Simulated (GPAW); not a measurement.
## A GW chain in GPAW: CsPbCl3 (Pm-3m)

Aim: the G0W0 gap of CsPbCl3 (Pm-3m) on PBE, step by step.

Program: GPAW 26.7.0. Level of theory: PBE and many-body steps on it, plane waves. Results are calculated unless marked as measured.

### 1. Set-up

Symmetry: Pm-3m, No. 221, cubic system. Conventional cell: a = 5.605 Å, b = 5.605 Å, c = 5.605 Å, α = 90.00°, β = 90.00°, γ = 90.00°. Cs has 12 Cl at 3.96 Å nearest. Nearest to Pb lie 6 Cl at 2.80 Å. Cl has 2 Pb at 2.80 Å and 4 Cs at 3.96 Å nearest. Farther neighbours and most contacts between anions are not listed.

As a file:

```cif
data_structure
_symmetry_space_group_name_H-M 'P 1'
_symmetry_Int_Tables_number 1
_cell_length_a 5.6050
_cell_length_b 5.6050
_cell_length_c 5.6050
_cell_angle_alpha 90.000
_cell_angle_beta 90.000
_cell_angle_gamma 90.000
_cell_volume 176.09
loop_
_atom_site_label
_atom_site_type_symbol
_atom_site_fract_x
_atom_site_fract_y
_atom_site_fract_z
_atom_site_occupancy
Cs1 Cs 0.00000 0.00000 0.00000 1
Pb2 Pb 0.50000 0.50000 0.50000 1
Cl3 Cl 0.50000 0.50000 0.00000 1
Cl4 Cl 0.00000 0.50000 0.50000 1
Cl5 Cl 0.50000 0.00000 0.50000 1
```

The cell and positions come from the Crystallography Open Database and are kept as given unless a step says otherwise. Spin-orbit coupling is left out unless a step names it.

### 2. Ground state

This step: GPAW 26.7.0; DFT, PBE, plane waves, PAW.

The ground-state density comes first.

Contents of run.py:

```python
import json
import numpy as np
from gpaw.mpi import world
from ase import Atoms
from gpaw import GPAW, PW, FermiDirac

atoms = Atoms(['Cs', 'Pb', 'Cl', 'Cl', 'Cl'],
    cell=[[5.6050000000, 0.0000000000, 0.0000000000],
      [0.0000000000, 5.6050000000, 0.0000000000],
      [0.0000000000, 0.0000000000, 5.6050000000]],
    scaled_positions=[[0.0000000000, 0.0000000000, 0.0000000000],
      [0.5000000000, 0.5000000000, 0.5000000000],
      [0.5000000000, 0.5000000000, 0.0000000000],
      [0.0000000000, 0.5000000000, 0.5000000000],
      [0.5000000000, 0.0000000000, 0.5000000000]],
    pbc=(True, True, True))
calc = GPAW(mode=PW(450),
    xc='PBE',
    kpts={'size': (4, 4, 4), 'gamma': True},
    occupations=FermiDirac(0.001),
    nbands=-8,
    convergence={'density': 1e-6, 'bands': -3},
    maxiter=100,
    txt='gs.txt')
atoms.calc = calc
res = {'energy': atoms.get_potential_energy()}
kpts = calc.get_ibz_k_points()
res['kpts'] = kpts
res['eigenvalues'] = [calc.get_eigenvalues(kpt=k) for k in range(len(kpts))]
res['n_electrons'] = calc.get_number_of_electrons()
calc.write('gs.gpw')

if world.rank == 0:
    with open('result.json', 'w') as f:
        json.dump(res, f, default=lambda x: x.tolist())
```

Launch:

```bash
mpirun -n 4 gpaw python run.py
```

Numbers of over 12 decimals in the logs are rounded to 6 here.

What it wrote:

```text
__  _  _
 | _ |_)|_||  |
 |__||  | ||/\| - 26.7.0

Input parameters:
  mode=PW(ecut=450.000000),
  convergence={'density': 1e-06, 'bands': -3},
  kpts=MonkhorstPack(size=(4, 4, 4), gamma=True),
  maxiter=100,
  nbands=-8,
  occupations=Occupations(name='fermi-dirac', width=0.001, fixmagmom=False),
  xc=XC(name='PBE')
  [... matrices ...]
Diagonalizing LCAO Hamiltonian
Converting LCAO to pw mode
    .-------------.
   /|             |
  / |             |
 *  |             |
 |  |             |
 | Cl    Pb       |
 |  |   Cl        |
 |  .-------------.
 | /     Cl      /
 |/             /
 Cs------------*

Atoms  # Å, Bohr magnetons
|   | symbol |        x |        y |        z |    initial magnetic moments |
| 0 |     Cs | 0.000000 | 0.000000 | 0.000000 | ( 0.0000,  0.0000,  0.0000) |
| 1 |     Pb | 2.802500 | 2.802500 | 2.802500 | ( 0.0000,  0.0000,  0.0000) |
| 2 |     Cl | 2.802500 | 2.802500 | 0.000000 | ( 0.0000,  0.0000,  0.0000) |
| 3 |     Cl | 0.000000 | 2.802500 | 2.802500 | ( 0.0000,  0.0000,  0.0000) |
| 4 |     Cl | 2.802500 | 0.000000 | 2.802500 | ( 0.0000,  0.0000,  0.0000) |

Unit cell  # Å
| periodic |        x |        y |        z |  lengths |    angles |
|      yes | 5.605000 | 0.000000 | 0.000000 | 5.605000 | 90.000000 |
|      yes | 0.000000 | 5.605000 | 0.000000 | 5.605000 | 90.000000 |
|      yes | 0.000000 | 0.000000 | 5.605000 | 5.605000 | 90.000000 |

Number of symmetries: 48
Symmetry operations  # r_c * U_cc + t_c -> r_c
|    | kind |            matrix            |
|  0 |  E   |  1, 0, 0,  0, 1, 0,  0, 0, 1 |
|  1 |  σ   |  1, 0, 0,  0, 1, 0,  0, 0,-1 |
|  2 |  σ   |  1, 0, 0,  0, 0, 1,  0, 1, 0 |
|  3 |  C4  |  1, 0, 0,  0, 0, 1,  0,-1, 0 |
|  4 |  C4  |  1, 0, 0,  0, 0,-1,  0, 1, 0 |
|  5 |  σ   |  1, 0, 0,  0, 0,-1,  0,-1, 0 |
|  6 |  σ   |  1, 0, 0,  0,-1, 0,  0, 0, 1 |
|  7 |  C2  |  1, 0, 0,  0,-1, 0,  0, 0,-1 |
|  8 |  σ   |  0, 1, 0,  1, 0, 0,  0, 0, 1 |
|  9 |  C2  |  0, 1, 0,  1, 0, 0,  0, 0,-1 |
| 10 |  C3  |  0, 1, 0,  0, 0, 1,  1, 0, 0 |
| 11 |  S6  |  0, 1, 0,  0, 0, 1, -1, 0, 0 |
| 12 |  S6  |  0, 1, 0,  0, 0,-1,  1, 0, 0 |
| 13 |  C3  |  0, 1, 0,  0, 0,-1, -1, 0, 0 |
| 14 |  C4  |  0, 1, 0, -1, 0, 0,  0, 0, 1 |
| 15 |  S4  |  0, 1, 0, -1, 0, 0,  0, 0,-1 |
| 16 |  C3  |  0, 0, 1,  1, 0, 0,  0, 1, 0 |
| 17 |  S6  |  0, 0, 1,  1, 0, 0,  0,-1, 0 |
| 18 |  σ   |  0, 0, 1,  0, 1, 0,  1, 0, 0 |
| 19 |  C4  |  0, 0, 1,  0, 1, 0, -1, 0, 0 |
| 20 |  C2  |  0, 0, 1,  0,-1, 0,  1, 0, 0 |
| 21 |  S4  |  0, 0, 1,  0,-1, 0, -1, 0, 0 |
| 22 |  S6  |  0, 0, 1, -1, 0, 0,  0, 1, 0 |
| 23 |  C3  |  0, 0, 1, -1, 0, 0,  0,-1, 0 |
| 24 |  S6  |  0, 0,-1,  1, 0, 0,  0, 1, 0 |
| 25 |  C3  |  0, 0,-1,  1, 0, 0,  0,-1, 0 |
| 26 |  C4  |  0, 0,-1,  0, 1, 0,  1, 0, 0 |
| 27 |  σ   |  0, 0,-1,  0, 1, 0, -1, 0, 0 |
| 28 |  S4  |  0, 0,-1,  0,-1, 0,  1, 0, 0 |
| 29 |  C2  |  0, 0,-1,  0,-1, 0, -1, 0, 0 |
| 30 |  C3  |  0, 0,-1, -1, 0, 0,  0, 1, 0 |
| 31 |  S6  |  0, 0,-1, -1, 0, 0,  0,-1, 0 |
| 32 |  C4  |  0,-1, 0,  1, 0, 0,  0, 0, 1 |
| 33 |  S4  |  0,-1, 0,  1, 0, 0,  0, 0,-1 |
| 34 |  S6  |  0,-1, 0,  0, 0, 1,  1, 0, 0 |
| 35 |  C3  |  0,-1, 0,  0, 0, 1, -1, 0, 0 |
| 36 |  C3  |  0,-1, 0,  0, 0,-1,  1, 0, 0 |
| 37 |  S6  |  0,-1, 0,  0, 0,-1, -1, 0, 0 |
| 38 |  σ   |  0,-1, 0, -1, 0, 0,  0, 0, 1 |
| 39 |  C2  |  0,-1, 0, -1, 0, 0,  0, 0,-1 |
| 40 |  σ   | -1, 0, 0,  0, 1, 0,  0, 0, 1 |
| 41 |  C2  | -1, 0, 0,  0, 1, 0,  0, 0,-1 |
| 42 |  C2  | -1, 0, 0,  0, 0, 1,  0, 1, 0 |
| 43 |  S4  | -1, 0, 0,  0, 0, 1,  0,-1, 0 |
| 44 |  S4  | -1, 0, 0,  0, 0,-1,  0, 1, 0 |
| 45 |  C2  | -1, 0, 0,  0, 0,-1,  0,-1, 0 |
| 46 |  C2  | -1, 0, 0,  0,-1, 0,  0, 0, 1 |
| 47 |  i   | -1, 0, 0,  0,-1, 0,  0, 0,-1 |

BZ-sampling:
  Number of BZ points: 64
  Number of IBZ points: 10

  Monkhorst-Pack size: [4, 4, 4]
  Monkhorst-Pack shift: [0.125, 0.125, 0.125]

K-points  # in reciprocal-cell coordinates
|   |                                coordinates |     weight |
| 0 | (  0.00000000,   0.00000000,   0.00000000) | 0.01562500 |
| 1 | (  0.25000000,   0.00000000,   0.00000000) | 0.09375000 |
| 2 | (  0.25000000,   0.25000000,   0.00000000) | 0.18750000 |
| 3 | (  0.25000000,   0.25000000,   0.25000000) | 0.12500000 |
| 4 | (  0.50000000,   0.00000000,   0.00000000) | 0.04687500 |
| 5 | (  0.50000000,   0.25000000,   0.00000000) | 0.18750000 |
| 6 | (  0.50000000,   0.25000000,   0.25000000) | 0.18750000 |
| 7 | (  0.50000000,   0.50000000,   0.00000000) | 0.04687500 |
| 8 | (  0.50000000,   0.50000000,   0.25000000) | 0.09375000 |
| 9 | (  0.50000000,   0.50000000,   0.50000000) | 0.01562500 |

Plane wave coefficients: 3840
Cutoff: 450.000000 eV

Spin-components: 1 (collinear spins)
Bands:           30
Projectors:      26
Spin-degeneracy: 2
Datatype:        complex128

  Storage: CPU
  Wave functions: 18_196_800 bytes (4_549_200 per core)
  Projectors: 18_196_800 bytes (4_549_200 per core)
  [... matrices ...]
Parallelization:
  kpt:    2
  domain: 2
  band:   1

Density:
  Valence electrons: 44.0
  Components: 1
  Grid points: [28 28 28]
  Charge: 0.0  # |e|

Potential:
  Grid points: [28 28 28]

species:
  Cs:
    name:    Caesium
    Z:       55.0
    valence: 9
    core:    46
    charge:  0.0  # [|e|]
    compensation charges:
      type: gauss
      rc: 0.33  # [Å]
      lmax: 2
    cutoffs:
      filter: 2.06  # [Å]
      core: 2.51  # [Å]
    projectors
    | kind |    occ | energy [eV] | rcut [Å] |
    |   5s |  2.000 |     -26.706 |    1.164 |
    |   6s |  1.000 |      -2.085 |    1.164 |
    |   5p |  6.000 |     -13.523 |    1.058 |
    |    p |        |      13.688 |    1.058 |
    |    d |        |       0.000 |    1.058 |

    Using partial waves for Cs as LCAO basis

  Pb:
    name:    Lead
    Z:       82.0
    valence: 14
    core:    68
    charge:  0.0  # [|e|]
    compensation charges:
      type: gauss
      rc: 0.38  # [Å]
      lmax: 2
    cutoffs:
      filter: 2.36  # [Å]
      core: 2.43  # [Å]
    projectors
    | kind |    occ | energy [eV] | rcut [Å] |
    |   6s |  2.000 |     -11.969 |    1.259 |
    |   6p |  2.000 |      -3.506 |    1.275 |
    |   5d | 10.000 |     -21.211 |    1.217 |
    |    s |        |      15.243 |    1.259 |
    |    p |        |      23.705 |    1.275 |
    |    d |        |       6.001 |    1.217 |

    Using partial waves for Pb as LCAO basis

  Cl:
    name:    Chlorine
    Z:       17.0
    valence: 7
    core:    10
    charge:  0.0  # [|e|]
    compensation charges:
      type: gauss
      rc: 0.25  # [Å]
      lmax: 2
    cutoffs:
      filter: 1.40  # [Å]
      core: 1.49  # [Å]
    projectors
    | kind |    occ | energy [eV] | rcut [Å] |
    |   3s |  2.000 |     -20.689 |    0.794 |
    |   3p |  5.000 |      -8.594 |    0.794 |
    |    s |        |       6.523 |    0.794 |
    |    p |        |      18.617 |    0.794 |
    |    d |        |       0.000 |    0.794 |

    Using partial waves for Cl as LCAO basis

Reference energy: -816739.388037  # eV

eigensolver:
  PPCG
  Converge bands: -3
  niter=2

density mixing:
  MSR1-Mixer
  Pratt-step length: 0.05
  Maximum mixing coefficient: 0.75
  Old densities: 10
  SVD Regularization: 0.005
  Good broyden scale: 1.0
  Trust region scale: 1.0
  Backstep threshold: 4.0
  History deletion threshold: 6.0
  Fourier metric: weight=20.0, sigma=0.015

occupation numbers:
  Fermi-Dirac:
    width: 0.0010  # eV

poisson solver:
  ecut: 3600.000000  # eV

xc functional:
  name: PBE with 2 nearest neighbor stencil

Initialization done in: 1.217 s

convergence criteria:
- Maximum integral of absolute [dens]ity change: 1e-06 electrons / valence electron
- Maximum [total energy] change in last 3 cyles: 0.0005 eV / valence electron
- Maximum integral of absolute [eigenst]ate change: 4e-08 eV^2 / valence electron
maximum number of iterations: 100

SCF iterations
|iter     |     time |      energy | eigst |  dens |
|iter:   1|  |  -18.264793 | +0.87 |       |
|iter:   2|  |  -18.125110 | -0.11 | -1.24 |
|iter:   3|  |  -17.539815 | -0.81 | -1.29 |
|iter:   4|  |  -17.541405 | -1.62 | -1.81 |
|iter:   5|  |  -17.544838c| -2.28 | -2.22 |
|iter:   6|  |  -17.545086c| -3.04 | -2.97 |
|iter:   7|  |  -17.545103c| -3.47 | -3.55 |
|iter:   8|  |  -17.545105c| -3.74 | -4.12 |
|iter:   9|  |  -17.545105c| -4.38 | -5.08 |
|iter:  10|  |  -17.545105c| -5.00 | -5.56 |
|iter:  11|  |  -17.545105c| -5.63 | -6.28c|
|iter:  12|  |  -17.545105c| -6.24 | -6.90c|
|iter:  13|  |  -17.545105c| -6.90 | -7.37c|
|iter:  14|  |  -17.545105c| -7.60c| -7.90c|

Converged in 14 steps
SCF loop duration: 4.488 s (0.321 s/step)
Energy contributions relative to reference atoms: (reference = -816739.388037)
  [... matrices ...]
Energy contributions:
  Kinetic:          33.215219
  Coulomb:         -32.950786
  Zero:             -0.107956
  External:          0.000000
  Xc:              -17.701582
  Entropy:          -0.000000
  Spinorbit:         0.000000
  ----------------------------
  Free energy:     -17.545105
  Extrapolated:    -17.545105

dipole moment: (-52.513557, -52.513557, -52.513557)  # |e|*Ang

Fermi level: 4.244
Eigenvalues  # (at kpt = [0.000, 0.000, 0.000])
| band index |      eig [eV] | occ [0-2] |
|          0 |       -18.294 |     2.000 |
|        ... |               |           |
|         14 |        -1.635 |     2.000 |
|         15 |        -1.635 |     2.000 |
|         16 |         0.407 |     2.000 |
|         17 |         0.407 |     2.000 |
|         18 |         0.407 |     2.000 |
|         19 |         0.512 |     2.000 |
|         20 |         0.512 |     2.000 |
|         21 |         0.512 |     2.000 |
|         22 |         6.400 |     0.000 |
|         23 |         7.332 |     0.000 |
|         24 |         7.332 |     0.000 |
|         25 |         8.241 |     0.000 |
|         26 |         8.241 |     0.000 |
|         27 |         8.295 |     0.000 |
|         28 |         9.213 |     0.000 |
|         29 |         9.213 |     0.000 |

Gap: 1.868 eV
Transition (v -> c):
  (s=0, k=9, n=21, [0.50, 0.50, 0.50]) -> (s=0, k=9, n=22, [0.50, 0.50, 0.50])
No difference between direct/indirect transitions
# Writing to gs.gpw (mode='')
  [... matrices ...]
```

Run time: 7.3 s. Hardware: 4 MPI ranks of Intel Xeon 6975P-C (Granite Rapids), shared host; peak memory 0.72 GiB.

This step gave:

- total energy: -17.55 eV
- gap: 1.868 eV
- k of the valence top: 0.5, 0.5, 0.5
- k of the conduction bottom: 0.5, 0.5, 0.5
- least direct gap: 1.868 eV

The gap is direct, at (0.500, 0.500, 0.500).

### 3. Bands along the symmetry lines

The cheap functional maps the bands first; the places of the edges decide which points the dearer methods must see.

Contents of run.py:

```python
import json
import numpy as np
from gpaw.mpi import world
from gpaw import GPAW

path = [[0.000000, 0.000000, 0.000000],
    [0.000000, 0.062500, 0.000000],
    [0.000000, 0.125000, 0.000000],
    [0.000000, 0.187500, 0.000000],
    [0.000000, 0.250000, 0.000000],
    [0.000000, 0.312500, 0.000000],
    [0.000000, 0.375000, 0.000000],
    [0.000000, 0.437500, 0.000000],
    [0.000000, 0.500000, 0.000000],
    [0.062500, 0.500000, 0.000000],
    [0.125000, 0.500000, 0.000000],
    [0.187500, 0.500000, 0.000000],
    [0.250000, 0.500000, 0.000000],
    [0.312500, 0.500000, 0.000000],
    [0.375000, 0.500000, 0.000000],
    [0.437500, 0.500000, 0.000000],
    [0.500000, 0.500000, 0.000000],
    [0.437500, 0.437500, 0.000000],
    [0.375000, 0.375000, 0.000000],
    [0.312500, 0.312500, 0.000000],
    [0.250000, 0.250000, 0.000000],
    [0.187500, 0.187500, 0.000000],
    [0.125000, 0.125000, 0.000000],
    [0.062500, 0.062500, 0.000000],
    [0.000000, 0.000000, 0.000000],
    [0.062500, 0.062500, 0.062500],
    [0.125000, 0.125000, 0.125000],
    [0.187500, 0.187500, 0.187500],
    [0.250000, 0.250000, 0.250000],
    [0.312500, 0.312500, 0.312500],
    [0.375000, 0.375000, 0.375000],
    [0.437500, 0.437500, 0.437500],
    [0.500000, 0.500000, 0.500000],
    [0.437500, 0.500000, 0.437500],
    [0.375000, 0.500000, 0.375000],
    [0.312500, 0.500000, 0.312500],
    [0.250000, 0.500000, 0.250000],
    [0.187500, 0.500000, 0.187500],
    [0.125000, 0.500000, 0.125000],
    [0.062500, 0.500000, 0.062500],
    [0.000000, 0.500000, 0.000000],
    [0.500000, 0.500000, 0.500000],
    [0.500000, 0.500000, 0.437500],
    [0.500000, 0.500000, 0.375000],
    [0.500000, 0.500000, 0.312500],
    [0.500000, 0.500000, 0.250000],
    [0.500000, 0.500000, 0.187500],
    [0.500000, 0.500000, 0.125000],
    [0.500000, 0.500000, 0.062500],
    [0.500000, 0.500000, 0.000000]]
calc = GPAW('gs.gpw').fixed_density(kpts=path,
    symmetry='off',
    nbands=32,
    convergence={'bands': 28},
    txt='bands.txt')
res = {}
kpts = calc.get_ibz_k_points()
res['kpts'] = kpts
res['eigenvalues'] = [calc.get_eigenvalues(kpt=k) for k in range(len(kpts))]
res['n_electrons'] = calc.get_number_of_electrons()

if world.rank == 0:
    with open('result.json', 'w') as f:
        json.dump(res, f, default=lambda x: x.tolist())
```

Launch:

```bash
mpirun -n 4 gpaw python run.py
```

What it wrote:

```text
Diagonalizing LCAO Hamiltonian
Converting LCAO to pw mode
convergence criteria:
- Maximum integral of absolute [eigenst]ate change: 4e-08 eV^2 / valence electron
maximum number of iterations: 100

SCF iterations
|iter     |     time |      energy | eigst |  dens |
|iter:   1|  |             | +1.40 |       |
|iter:   2|  |             | +0.79 |       |
|iter:   3|  |             | -0.11 |       |
[...]
|iter:  12|  |             | -6.72 |       |
|iter:  13|  |             | -7.39 |       |
|iter:  14|  |             | -7.83c|       |
SCF steps: 14
  __  _  _
 | _ |_)|_||  |
 |__||  | ||/\| - 26.7.0

Input parameters:
  mode=PW(ecut=450.000000),
  convergence={'bands': 28},
  gpts=array([28, 28, 28]),
  kpts=KPoints(kpts=array([[0.    , 0.    , 0.    ],
         [0.    , 0.0625, 0.    ],
         [0.    , 0.125 , 0.    ],
         [0.    , 0.1875, 0.    ],
         [0.    , 0.25  , 0.    ],
         [0.    , 0.3125, 0.    ],
         [0.    , 0.375 , 0.    ],
         [0.    , 0.4375, 0.    ],
[...]
[0.0625, 0.5   , 0.    ],
[...]
[0.1875, 0.5   , 0.    ],
[...]
[0.3125, 0.5   , 0.    ],
[...]
[0.4375, 0.5   , 0.    ],
[...]
[0.4375, 0.4375, 0.    ],
[...]
[0.3125, 0.3125, 0.    ],
[...]
[0.1875, 0.1875, 0.    ],
[...]
[0.0625, 0.0625, 0.    ],
[...]
[0.0625, 0.0625, 0.0625],
[...]
[0.1875, 0.1875, 0.1875],
[...]
[0.3125, 0.3125, 0.3125],
[...]
[0.4375, 0.4375, 0.4375],
[...]
[0.4375, 0.5   , 0.4375],
[...]
[0.3125, 0.5   , 0.3125],
[...]
[0.1875, 0.5   , 0.1875],
[...]
[0.0625, 0.5   , 0.0625],
[...]
[0.5   , 0.5   , 0.4375],
[...]
[0.5   , 0.5   , 0.3125],
         [0.5   , 0.5   , 0.25  ],
         [0.5   , 0.5   , 0.1875],
         [0.5   , 0.5   , 0.125 ],
         [0.5   , 0.5   , 0.0625],
         [0.5   , 0.5   , 0.    ]])),
  maxiter=100,
  nbands=32,
  occupations=Occupations(name='fermi-dirac', width=0.001, fixmagmom=False),
  parallel={},
  symmetry=Symmetry(point_group=False, time_reversal=False),
  xc=XC(name='PBE')
  [... matrices ...]
timing:  # [seconds]
  Total: 0.055  # ━━━━━━━━━━━━━━━━━━━━━━━━━━━━━━━━━━━━━━━━━━━━━━━━━━━━━━━━━━━
```

Run time: 18 s. Hardware: 4 MPI ranks; peak memory 0.95 GiB; 72 s of CPU time.

Numbers from this step:

```
gap                        : 1.868 eV
k of the valence top       : 0.5, 0.5, 0.5
k of the conduction bottom : 0.5, 0.5, 0.5
least direct gap           : 1.868 eV
```

The gap is 1.868 eV, as in the run before at this level.

Electronic bands along the path, in eV, zero at the top of the highest filled band:

| point | band 19 | band 20 | band 21 | band 22 | band 23 | band 24 | band 25 | band 26 |
| --- | --- | --- | --- | --- | --- | --- | --- | --- |
| Γ | -2.69 | -2.58 | -2.58 | -2.58 | 3.31 | 4.24 | 4.24 | 5.15 |
| halfway | -2.74 | -2.64 | -2.64 | -2.48 | 3.81 | 4.58 | 4.64 | 4.77 |
| X | -2.79 | -2.69 | -2.69 | -1.72 | 2.95 | 4.64 | 5.15 | 5.27 |
| halfway | -2.78 | -2.70 | -2.45 | -1.48 | 2.70 | 4.02 | 5.05 | 5.12 |
| M | -2.87 | -2.81 | -2.27 | -0.83 | 2.45 | 2.45 | 4.87 | 5.34 |
| halfway | -2.71 | -2.67 | -2.48 | -2.29 | 4.04 | 4.19 | 4.58 | 4.99 |
| Γ | -2.69 | -2.58 | -2.58 | -2.58 | 3.31 | 4.24 | 4.24 | 5.15 |
| halfway | -2.50 | -2.50 | -2.48 | -2.13 | 3.85 | 3.85 | 3.94 | 4.83 |
| R | -2.26 | -2.26 | -2.26 | 0.00 | 1.87 | 1.87 | 1.87 | 5.06 |
| halfway | -2.54 | -2.51 | -2.41 | -1.27 | 2.42 | 3.61 | 3.78 | 5.16 |
| X | -2.79 | -2.69 | -2.69 | -1.72 | 2.95 | 4.64 | 5.15 | 5.27 |
| jump to R | -2.26 | -2.26 | -2.26 | 0.00 | 1.87 | 1.87 | 1.87 | 5.06 |
| halfway | -2.49 | -2.49 | -2.27 | -0.63 | 2.16 | 2.16 | 3.44 | 5.42 |
| M | -2.87 | -2.81 | -2.27 | -0.83 | 2.45 | 2.45 | 4.87 | 5.34 |

### 4. Empty states on the mesh, 4×4×4 mesh, 296 bands

The sums over transitions need many empty states on a uniform mesh; this step solves for them.

Contents of run.py:

```python
import json
import numpy as np
from gpaw.mpi import world
from gpaw import GPAW

calc = GPAW('gs.gpw').fixed_density(kpts={'size': (4, 4, 4), 'gamma': True},
    parallel={'domain': 1, 'band': 1},
    txt='nscf.txt')
calc.diagonalize_full_hamiltonian(nbands=296)
calc.write('full.gpw', mode='all')
res = {}
kpts = calc.get_ibz_k_points()
res['kpts'] = kpts
res['eigenvalues'] = [calc.get_eigenvalues(kpt=k) for k in range(len(kpts))]
res['n_electrons'] = calc.get_number_of_electrons()

if world.rank == 0:
    with open('result.json', 'w') as f:
        json.dump(res, f, default=lambda x: x.tolist())
```

Launch:

```bash
mpirun -n 4 gpaw python run.py
```

What it wrote:

```text
Diagonalizing LCAO Hamiltonian
Converting LCAO to pw mode
convergence criteria:
- Maximum integral of absolute [eigenst]ate change: 4e-08 eV^2 / valence electron
maximum number of iterations: 100

SCF iterations
|iter     |     time |      energy | eigst |  dens |
|iter:   1|  |             | +1.09 |       |
|iter:   2|  |             | +0.25 |       |
|iter:   3|  |             | -0.68 |       |
[...]
|iter:  15|  |             | -7.05 |       |
|iter:  16|  |             | -7.30 |       |
|iter:  17|  |             | -7.55c|       |
SCF steps: 17
  __  _  _
 | _ |_)|_||  |
 |__||  | ||/\| - 26.7.0

Input parameters:
  mode=PW(ecut=450.000000),
  convergence={'density': 1e-06, 'bands': -3},
  gpts=array([28, 28, 28]),
  kpts=MonkhorstPack(size=(4, 4, 4), gamma=True),
  maxiter=100,
  nbands=30,
  occupations=Occupations(name='fermi-dirac', width=0.001, fixmagmom=False),
  parallel={'domain': 1, 'band': 1},
  xc=XC(name='PBE')
Matrix size: 3811x3811
# Writing to full.gpw (mode='all')
  [... matrices ...]

timing:  # [seconds]
  Total: 77.603  # ━━━━━━━━━━━━━━━━━━━━━━━━━━━━━━━━━━━━━━━━━━━━━━━━━━━━━━━━━━
```

Elapsed: 85 s, on 4 MPI ranks; peak memory 5.3 GiB.

Numbers from this step:

* gap: 1.868 eV
* k of the valence top: 0.5, 0.5, 0.5
* k of the conduction bottom: 0.5, 0.5, 0.5
* least direct gap: 1.868 eV
* k points computed: 10
* lowest point of the top converged band, above the valence top: 71.0709 eV

On this mesh the gap is 1.868 eV.

[end of part 1 of 2]

[Paths, hosts, dates, memory and timing lines, banners, echoed tables and standing remarks are left out of the program output.]

[Logs are printed without paths, hosts, clocks, repeated set-up lines and the standing remarks that a program may print on its own settings, such as how far it seeks lower states.]

[Runs of the session that timed out or met a known fault of the program may be left out.]

[Hosts, paths, dates, database ids (printed as entryN), source tags and the programs' standing remarks are cut or masked in the printed files.]
